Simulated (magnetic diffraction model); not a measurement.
# Solving a magnetic structure from powder neutron data: HoCoSi2Pt2

Space group Imma (no. 74), a = 7.0460 Å, b = 9.2510 Å, c = 5.5460 Å.

| site | atom | x | y | z |
| --- | --- | --- | --- | --- |
| 8f | Pt | 0.2229 | 0 | 1/2 |
| 4e | Ho | 1/2 | 3/4 | 0.2212 |
| 4c | Co | 1/4 | 1/4 | 1/4 |
| 8h | Si | 1/2 | 0.0832 | 0.2908 |

This is a made-up structure (elements placed in a structure type, unrelaxed), so the numbers test the method and describe no known phase.

Only Ho and Co are taken to order (form factors of Ho3+ and Co2+); orders and moment sizes are assumed, and not adapted to the symmetry. Radiation: neutrons of λ = 4.2 Å, 3° to 90°; isotropic B of 0.35 Å² (Pt), 0.34 Å² (Ho), 0.69 Å² (Co) and 0.57 Å² (Si). Simulated constant-wavelength pattern: nuclear and magnetic terms add, the magnetic one as |2.695 fm × Σ f S⊥ exp(2πi Q·r) exp(−B s²)|², summed over all Q at one angle with the factor 1/(sin²θ cos θ). For a modulated order the moment at position r is S exp(−2πi k·r) + c.c., with S = m/2 for a sine wave of amplitude m and S = m(u + iv)/2 for moments turning in a plane, u and v being orthogonal unit vectors in it; the phase factor of the sum at Q = H + k is then exp(2πi H·r). Free-ion form factors, Sears's scattering lengths of 1992, no absorption; a label names one of the reflections at its angle. The strongest nuclear line in the range is 100, and lines under 0.2 are left out.

Above the ordering temperature:

```csv
2θ (°),index,I
52.40,(0 1 1),2.5
54.00,(0 2 0),100.0
57.62,(1 0 1),7.4
73.18,(2 0 0),7.2
82.92,(1 2 1),0.8
```

Below it (cell unchanged):

```tsv
2θ (°)	I
37.16	429.1
51.73	194.1
52.17	145.6
52.40	2.5
53.20	11.5
54.00	100.0
57.62	7.4
64.17	101.1
73.18	7.2
78.40	223.2
82.92	0.8
86.21	4.7
88.66	177.6
```

**Question.** Find the propagation vector, then choose among these models:
A. moments turning in the plane of [100] and [001], 8.3 μB on Ho and 1.46 μB on Co; signs + at (1/2, 3/4, 0.2212), − at (1/2, 1/4, 0.7788), + at (1/4, 1/4, 1/4), − at (1/4, 3/4, 3/4)
B. a sine wave with moments along [100] (amplitudes given), 8.3 μB on Ho and 1.46 μB on Co; signs + at (1/2, 3/4, 0.2212), − at (1/2, 1/4, 0.7788), + at (1/4, 1/4, 1/4), − at (1/4, 3/4, 3/4)
C. moments turning in the plane of [100] and [010], 8.3 μB on Ho and 1.46 μB on Co; signs + at (1/2, 3/4, 0.2212), − at (1/2, 1/4, 0.7788), + at (1/4, 1/4, 1/4), − at (1/4, 3/4, 3/4)
D. a sine wave with moments along [001] (amplitudes given), 8.3 μB on Ho and 1.46 μB on Co; signs + at (1/2, 3/4, 0.2212), − at (1/2, 1/4, 0.7788), + at (1/4, 1/4, 1/4), − at (1/4, 3/4, 3/4)

The new lines index as (3/4 1 0) at 37.16°, (5/4 1 0) at 51.73°, (3/4 0 1) at 52.17° and (1/4 1 1) at 53.20°, that is as H ± k with k = (1/4 0 0). Satellites come in pairs about each point of the reciprocal lattice.

Magnetic intensity, observed (below minus above) and for each model:

| 2θ (°) | index | observed | A | B | C | D |
| --- | --- | --- | --- | --- | --- | --- |
| 37.16 | (3/4 1 0) | 429.1 | 429.1 | 144.5 | 284.6 | 284.6 |
| 51.73 | (5/4 1 0) | 194.1 | 194.1 | 41.4 | 152.7 | 152.7 |
| 52.17 | (3/4 0 1) | 145.6 | 145.6 | 108.0 | 253.7 | 37.6 |
| 53.20 | (1/4 1 1) | 11.5 | 11.5 | 8.9 | 15.7 | 2.6 |
| 64.17 | (5/4 0 1) | 101.1 | 101.1 | 51.4 | 152.5 | 49.7 |
| 78.40 | (3/4 2 1) | 223.2 | 223.2 | 128.8 | 200.1 | 94.4 |
| 86.21 | (7/4 1 1) | 4.7 | 4.7 | 1.8 | 5.5 | 2.9 |
| 88.66 | (5/4 2 1) | 177.6 | 177.6 | 89.4 | 161.6 | 88.2 |

Model A matches.

The structure used: k = (1/4 0 0), moments turning in the plane of [100] and [001], 8.3 μB on Ho and 1.46 μB on Co; signs + at (1/2, 3/4, 0.2212), − at (1/2, 1/4, 0.7788), + at (1/4, 1/4, 1/4), − at (1/4, 3/4, 3/4).

[Logs are printed without paths, hosts, clocks, repeated set-up lines and the standing remarks that a program may print on its own settings, such as how far it seeks lower states.]
